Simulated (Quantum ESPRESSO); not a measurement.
## Constrained canting in MnO

Wanted: bilinear and biquadratic couplings of MnO from constrained non-collinear runs.

Main program and level: Quantum ESPRESSO 7.5; PBEsol with U = 4 eV on Mn d (ortho-atomic projectors); plane waves with GBRV 1.5 PBEsol potentials, no spin-orbit coupling.

**1. Set-up**

The structure is hexagonal, space group P6_3mc (No. 186). The conventional cell has a = 3.372 Å, b = 3.372 Å, c = 5.386 Å, α = 90.00°, β = 90.00°, γ = 120.00°. Nearest to Mn lie 4 O at 1.96 to 2.08 Å. Nearest to O lie 4 Mn at 1.96 to 2.08 Å. Farther neighbours and most contacts between anions are not listed.

The cell comes from the Crystallography Open Database.

**2. The collinear order that defines the sublattices**

Typed as antiferro +-. 

Contents of pw.in:

```
&CONTROL
  calculation = 'scf'
  prefix = 'pwscf'
  outdir = './tmp'
  pseudo_dir = './pseudo'
  disk_io = 'nowf'
/
&SYSTEM
  ibrav = 0
  celldm(1) = 8
  nat = 4
  ntyp = 3
  ecutwfc = 34
  ecutrho = 238
  nbnd = 30
  occupations = 'smearing'
  smearing = 'fd'
  degauss = 0.00999582
  nspin = 2
  starting_magnetization(1) = 0.3
  starting_magnetization(2) = -0.3
  starting_magnetization(3) = 0
/
&ELECTRONS
  conv_thr = 4d-08
  electron_maxstep = 150
  mixing_beta = 0.3
/
ATOMIC_SPECIES
Mn1    54.9380 mn_pbesol_v1.5.uspp.F.UPF
Mn2    54.9380 mn_pbesol_v1.5.uspp.F.UPF
O      15.9990 o_pbesol_v1.2.uspp.F.UPF
CELL_PARAMETERS alat
   0.7964486968001    0.0000000000000    0.0000000000000
  -0.3982243484000    0.6897448042304    0.0000000000000
   0.0000000000000    0.0000000000000    1.2721400055215
ATOMIC_POSITIONS crystal
Mn1     0.3333333333    0.6666666667    0.0109600000
Mn2     0.6666666667    0.3333333333    0.5109600000
O       0.3333333333    0.6666666667    0.3754700000
O       0.6666666667    0.3333333333    0.8754700000
K_POINTS automatic
6 6 6 0 0 0
HUBBARD {ortho-atomic}
U Mn1-3d 4.0000
U Mn2-3d 4.0000
```

Command:

```bash
OMP_NUM_THREADS=1 mpirun -n 4 pw.x -nk 4 -in pw.in > pw.out
```

Output:

```text
Program PWSCF v.7.5 starts

     Message from routine setup:
     using ibrav=0 with symmetry is DISCOURAGED, use correct ibrav instead

     K-points division:     npool     =       4
     Subspace diagonalization in iterative solution of the eigenvalue problem:

     G-vector sticks info
     --------------------
     sticks:   dense  smooth     PW     G-vecs:    dense   smooth      PW
     Sum         673     379    121                22261     9571    1725

     Using Slab Decomposition

     bravais-lattice index     =            0
     lattice parameter (alat)  =       8.0000  a.u.
     unit-cell volume          =     357.8089 (a.u.)^3
     number of atoms/cell      =            4
     number of atomic types    =            3
     number of electrons       =        42.00
     number of Kohn-Sham states=           30
     kinetic-energy cutoff     =      34.0000  Ry
     charge density cutoff     =     238.0000  Ry
     scf convergence threshold =      4.0E-08
     mixing beta               =       0.3000
     number of iterations used =            8  plain     mixing
     Exchange-correlation= SLA  PW   PSX  PSC
                           (   1   4  10   8   0   0   0)
     Hubbard projectors: ortho-atomic
     Hubbard parameters of DFT+U (Dudarev formulation) in eV:
     U(Mn1-3d) =  4.0000
     U(Mn2-3d) =  4.0000

     Internal variables: lda_plus_u =T, lda_plus_u_kind = 0

     Internal variables: orbital_resolved =F, hub_pot_fix =F, apply_U = F

     celldm(1)=   8.000000  celldm(2)=   0.000000  celldm(3)=   0.000000
     celldm(4)=   0.000000  celldm(5)=   0.000000  celldm(6)=   0.000000

     crystal axes: (cart. coord. in units of alat)
               a(1) = (   0.796449   0.000000   0.000000 )
               a(2) = (  -0.398224   0.689745   0.000000 )
               a(3) = (   0.000000   0.000000   1.272140 )

     reciprocal axes: (cart. coord. in units 2 pi/alat)
               b(1) = (  1.255574  0.724906 -0.000000 )
               b(2) = (  0.000000  1.449812  0.000000 )
               b(3) = (  0.000000 -0.000000  0.786077 )

     PseudoPot. # 1 for Mn read from file:
     mn_pbesol_v1.5.uspp.F.UPF
     Pseudo is Ultrasoft + core correction, Zval = 15.0
     Generated by new atomic code, or converted to UPF format
     Using radial grid of  859 points,  6 beta functions with:
                l(1) =   0
                l(2) =   0
                l(3) =   1
                l(4) =   1
                l(5) =   2
                l(6) =   2
     Q(r) pseudized with  8 coefficients,  rinner =    0.950   0.950   0.950
                                                       0.950   0.950

     PseudoPot. # 2 for Mn read from file:
     mn_pbesol_v1.5.uspp.F.UPF
     Pseudo is Ultrasoft + core correction, Zval = 15.0
     Generated by new atomic code, or converted to UPF format
     Using radial grid of  859 points,  6 beta functions with:
                l(1) =   0
                l(2) =   0
                l(3) =   1
                l(4) =   1
                l(5) =   2
                l(6) =   2
     Q(r) pseudized with  8 coefficients,  rinner =    0.950   0.950   0.950
                                                       0.950   0.950

     PseudoPot. # 3 for O  read from file:
     o_pbesol_v1.2.uspp.F.UPF
     Pseudo is Ultrasoft + core correction, Zval =  6.0
     Generated by new atomic code, or converted to UPF format
     Using radial grid of  737 points,  5 beta functions with:
                l(1) =   0
                l(2) =   0
                l(3) =   1
                l(4) =   1
                l(5) =   2
     Q(r) pseudized with  8 coefficients,  rinner =    0.900   0.900   0.900
                                                       0.900   0.900

     atomic species   valence    mass     pseudopotential
     Mn1              15.00    54.93800     Mn( 1.00)
     Mn2              15.00    54.93800     Mn( 1.00)
     O                 6.00    15.99900     O ( 1.00)

     Starting magnetic structure
     atomic species   magnetization
     Mn1             0.300
     Mn2            -0.300
     O               0.000

      6 Sym. Ops. (no inversion) found

   Cartesian axes

     site n.     atom                  positions (alat units)
         1        Mn1    tau(   1) = (  -0.0000000   0.4598299   0.0139427  )
         2        Mn2    tau(   2) = (   0.3982243   0.2299149   0.6500127  )
         3        O      tau(   3) = (  -0.0000000   0.4598299   0.4776504  )
         4        O      tau(   4) = (   0.3982243   0.2299149   1.1137204  )

     number of k points=    34  Fermi-Dirac smearing, width (Ry)=  0.0100
                       cart. coord. in units 2pi/alat
        k(    1) = (   0.0000000   0.0000000   0.0000000), wk =   0.0046296
        k(    2) = (   0.0000000   0.0000000   0.1310128), wk =   0.0092593
        k(    3) = (   0.0000000   0.0000000   0.2620257), wk =   0.0092593
        k(    4) = (   0.0000000   0.0000000  -0.3930385), wk =   0.0046296
        k(    5) = (   0.0000000   0.2416353   0.0000000), wk =   0.0277778
        [... 29 further k-points ...]

     Dense  grid:    22261 G-vectors     FFT dimensions: (  32,  32,  50)

     Smooth grid:     9571 G-vectors     FFT dimensions: (  24,  24,  40)

     Check: negative core charge=   -0.000030
     Generating pointlists ...
     new r_m :   0.1913 (alat units)  1.5302 (a.u.) for type    1
     new r_m :   0.1913 (alat units)  1.5302 (a.u.) for type    2
     new r_m :   0.1913 (alat units)  1.5302 (a.u.) for type    3

     Initial potential from superposition of free atoms

     starting charge      40.9998, renormalised to      42.0000

     STARTING HUBBARD OCCUPATIONS:

     =================== HUBBARD OCCUPATIONS ===================
     ------------------------ ATOM    1 ------------------------
     Tr[ns(  1)] (up, down, total) =   5.00000  0.00000  5.00000
     Atomic magnetic moment for atom   1 =   5.00000
     [... lines left out ...]
     ------------------------ ATOM    2 ------------------------
     Tr[ns(  2)] (up, down, total) =   0.00000  5.00000  5.00000
     Atomic magnetic moment for atom   2 =  -5.00000
     [... lines left out ...]
     Number of occupied Hubbard levels =   10.0000

     Atomic wfc used for Hubbard projectors are orthogonalized

     Starting wfcs are   34 randomized atomic wfcs

     Self-consistent Calculation

     iteration #  1     ecut=    34.00 Ry     beta= 0.30
     Davidson diagonalization with overlap
     ethr =  1.00E-02,  avg # of iterations =  2.7

     =================== HUBBARD OCCUPATIONS ===================
     ------------------------ ATOM    1 ------------------------
     Tr[ns(  1)] (up, down, total) =   4.76535  0.17447  4.93982
     Atomic magnetic moment for atom   1 =   4.59089
     [... lines left out ...]
     ------------------------ ATOM    2 ------------------------
     Tr[ns(  2)] (up, down, total) =   0.17450  4.76525  4.93975
     Atomic magnetic moment for atom   2 =  -4.59074
     [... lines left out ...]
     Number of occupied Hubbard levels =    9.8796

     total energy              =    -486.26296595 Ry
     estimated scf accuracy    <       1.33867541 Ry

     total magnetization       =    -0.00 Bohr mag/cell
     absolute magnetization    =     9.44 Bohr mag/cell

     iteration #  2     ecut=    34.00 Ry     beta= 0.30
     Davidson diagonalization with overlap
     ethr =  3.19E-03,  avg # of iterations =  2.0

     total energy              =    -486.53835161 Ry
     estimated scf accuracy    <       0.06393316 Ry

     total magnetization       =    -0.00 Bohr mag/cell
     absolute magnetization    =     9.52 Bohr mag/cell

     iteration #  3     ecut=    34.00 Ry     beta= 0.30
     Davidson diagonalization with overlap
     ethr =  1.52E-04,  avg # of iterations =  3.8

     total energy              =    -486.55048810 Ry
     estimated scf accuracy    <       0.02682656 Ry

     total magnetization       =    -0.00 Bohr mag/cell
     absolute magnetization    =     9.55 Bohr mag/cell

     [... further iterations left out ...]

     iteration #  6     ecut=    34.00 Ry     beta= 0.30
     Davidson diagonalization with overlap
     ethr =  2.28E-07,  avg # of iterations =  3.1

     total energy              =    -486.55403052 Ry
     estimated scf accuracy    <       0.00002092 Ry

     total magnetization       =    -0.00 Bohr mag/cell
     absolute magnetization    =     9.59 Bohr mag/cell

     iteration #  7     ecut=    34.00 Ry     beta= 0.30
     Davidson diagonalization with overlap
     ethr =  4.98E-08,  avg # of iterations =  2.0

     total energy              =    -486.55403193 Ry
     estimated scf accuracy    <       0.00000613 Ry

     total magnetization       =    -0.00 Bohr mag/cell
     absolute magnetization    =     9.59 Bohr mag/cell

     iteration #  8     ecut=    34.00 Ry     beta= 0.30
     Davidson diagonalization with overlap
     ethr =  1.46E-08,  avg # of iterations =  2.0

     total energy              =    -486.55403457 Ry
     estimated scf accuracy    <       0.00000089 Ry

     total magnetization       =     0.00 Bohr mag/cell
     absolute magnetization    =     9.59 Bohr mag/cell

     iteration #  9     ecut=    34.00 Ry     beta= 0.30
     Davidson diagonalization with overlap
     ethr =  2.11E-09,  avg # of iterations =  2.0

     Magnetic moment per site  (integrated on atomic sphere of radius R)
     atom   1 (R=0.191)  charge= 12.0236  magn=  3.9150
     atom   2 (R=0.191)  charge= 12.0236  magn= -3.9150
     atom   3 (R=0.191)  charge=  5.4075  magn= -0.0500
     atom   4 (R=0.191)  charge=  5.4075  magn=  0.0500

     End of self-consistent calculation

     =================== HUBBARD OCCUPATIONS ===================
     ------------------------ ATOM    1 ------------------------
     Tr[ns(  1)] (up, down, total) =   4.93068  0.30559  5.23628
     Atomic magnetic moment for atom   1 =   4.62509
     [... lines left out ...]
     ------------------------ ATOM    2 ------------------------
     Tr[ns(  2)] (up, down, total) =   0.30559  4.93068  5.23627
     Atomic magnetic moment for atom   2 =  -4.62509
     [... lines left out ...]
     Number of occupied Hubbard levels =   10.4726

     [... lines left out ...]
     the Fermi energy is     9.5740 ev

!    total energy              =    -486.55403554 Ry
     estimated scf accuracy    <       0.00000003 Ry
     smearing contrib. (-TS)   =      -0.00032878 Ry
     internal energy E=F+TS    =    -486.55370677 Ry

     The total energy is F=E-TS. E is the sum of the following terms:
     one-electron contribution =    -274.76217870 Ry
     hartree contribution      =     154.88210847 Ry
     xc contribution           =     -67.47801090 Ry
     ewald contribution        =    -299.29927089 Ry
     Hubbard energy            =       0.10364524 Ry

     total magnetization       =    -0.00 Bohr mag/cell
     absolute magnetization    =     9.60 Bohr mag/cell

     convergence has been achieved in   9 iterations

=------------------------------------------------------------------------------=
   JOB DONE.
=------------------------------------------------------------------------------=
```

Run time: 12 s. Hardware: 4 MPI ranks of Arm Neoverse V1, shared host; peak memory 0.36 GiB; 47 s of CPU time.

Spin moment in the atom's sphere by atom:

```tsv
atom	spin moment in the atom's sphere (μB)
Mn1	3.92
Mn2	-3.92
O3	-0.05
O4	0.05
```

Numbers from this step:

* smearing term TS: 0.004473 eV
* magnetization: 0 μB
* absolute magnetization: 9.595 μB
* final state: antiferromagnetic

**3. The parallel state in the same cell**

This run has no penalty. It is needed because the penalty of the later runs acts on every atom: an induced moment is typed with its parallel value times cos(θ/2) along z and its opposed value times sin(θ/2) along x, rounded to 0.01 μB.

Contents of pw.in:

```
&CONTROL
  calculation = 'scf'
  prefix = 'pwscf'
  outdir = './tmp'
  pseudo_dir = './pseudo'
  disk_io = 'nowf'
/
&SYSTEM
  ibrav = 0
  celldm(1) = 8
  nat = 4
  ntyp = 2
  ecutwfc = 34
  ecutrho = 238
  nbnd = 34
  occupations = 'smearing'
  smearing = 'fd'
  degauss = 0.00999582
  nspin = 2
  starting_magnetization(1) = 0.3
  starting_magnetization(2) = 0
/
&ELECTRONS
  conv_thr = 4d-08
  electron_maxstep = 150
  mixing_beta = 0.3
/
ATOMIC_SPECIES
Mn     54.9380 mn_pbesol_v1.5.uspp.F.UPF
O      15.9990 o_pbesol_v1.2.uspp.F.UPF
CELL_PARAMETERS alat
   0.7964486968001    0.0000000000000    0.0000000000000
  -0.3982243484000    0.6897448042304    0.0000000000000
   0.0000000000000    0.0000000000000    1.2721400055215
ATOMIC_POSITIONS crystal
Mn      0.3333333333    0.6666666667    0.0109600000
Mn      0.6666666667    0.3333333333    0.5109600000
O       0.3333333333    0.6666666667    0.3754700000
O       0.6666666667    0.3333333333    0.8754700000
K_POINTS automatic
6 6 6 0 0 0
HUBBARD {ortho-atomic}
U Mn-3d 4.0000
```

Output:

```text
     [... lines left out ...]
Program PWSCF v.7.5 starts
     [... lines left out ...]
     number of atoms/cell      =            4
     [... lines left out ...]
     number of electrons       =        42.00
     number of Kohn-Sham states=           34
     kinetic-energy cutoff     =      34.0000  Ry
     charge density cutoff     =     238.0000  Ry
     scf convergence threshold =      4.0E-08
     [... lines left out ...]
     12 Sym. Ops. (no inversion) found ( 6 have fractional translation)
     [... lines left out ...]
     number of k points=    28  Fermi-Dirac smearing, width (Ry)=  0.0100
     [... lines left out ...]
     iteration # 10     ecut=    34.00 Ry     beta= 0.30
     [... lines left out ...]
     Magnetic moment per site  (integrated on atomic sphere of radius R)
     atom   1 (R=0.191)  charge= 12.0229  magn=  3.9576
     atom   2 (R=0.191)  charge= 12.0229  magn=  3.9576
     atom   3 (R=0.191)  charge=  5.4115  magn=  0.1219
     atom   4 (R=0.191)  charge=  5.4115  magn=  0.1219
     [... lines left out ...]
     Tr[ns(  1)] (up, down, total) =   4.94192  0.27101  5.21293
     [... lines left out ...]
     Tr[ns(  2)] (up, down, total) =   4.94192  0.27101  5.21293
     [... lines left out ...]
     the Fermi energy is    10.0401 ev
!    total energy              =    -486.53748202 Ry
     estimated scf accuracy    <       0.00000002 Ry
     smearing contrib. (-TS)   =      -0.00055149 Ry
     [... lines left out ...]
     total magnetization       =    10.00 Bohr mag/cell
     absolute magnetization    =    10.00 Bohr mag/cell
     convergence has been achieved in  10 iterations
```

Run time: 12 s. Hardware: 4 MPI ranks; peak memory 0.35 GiB; 47 s of CPU time.

Spin moment in the atom's sphere by atom:

```tsv
atom	spin moment in the atom's sphere (μB)
Mn1	3.96
Mn2	3.96
O3	0.12
O4	0.12
```

Read from the output:

- smearing term TS: 0.007503 eV
- magnetization: 9.999 μB
- absolute magnetization: 9.999 μB
- final state: ferromagnetic

(Part 1 of 3 ends here.)

[Logs and program files are shortened in this print: banners, set-up blocks, solver, clock and traceback lines can be left out without a mark of their own.]

[Logs are printed without paths, hosts, clocks, repeated set-up lines and the standing remarks that a program may print on its own settings, such as how far it seeks lower states.]

[Hosts, paths, dates, database ids (printed as entryN), source tags and the programs' standing remarks are cut or masked in the printed files.]

[Where a cell is said to come from a database of computed structures, the database is the Materials Project.]
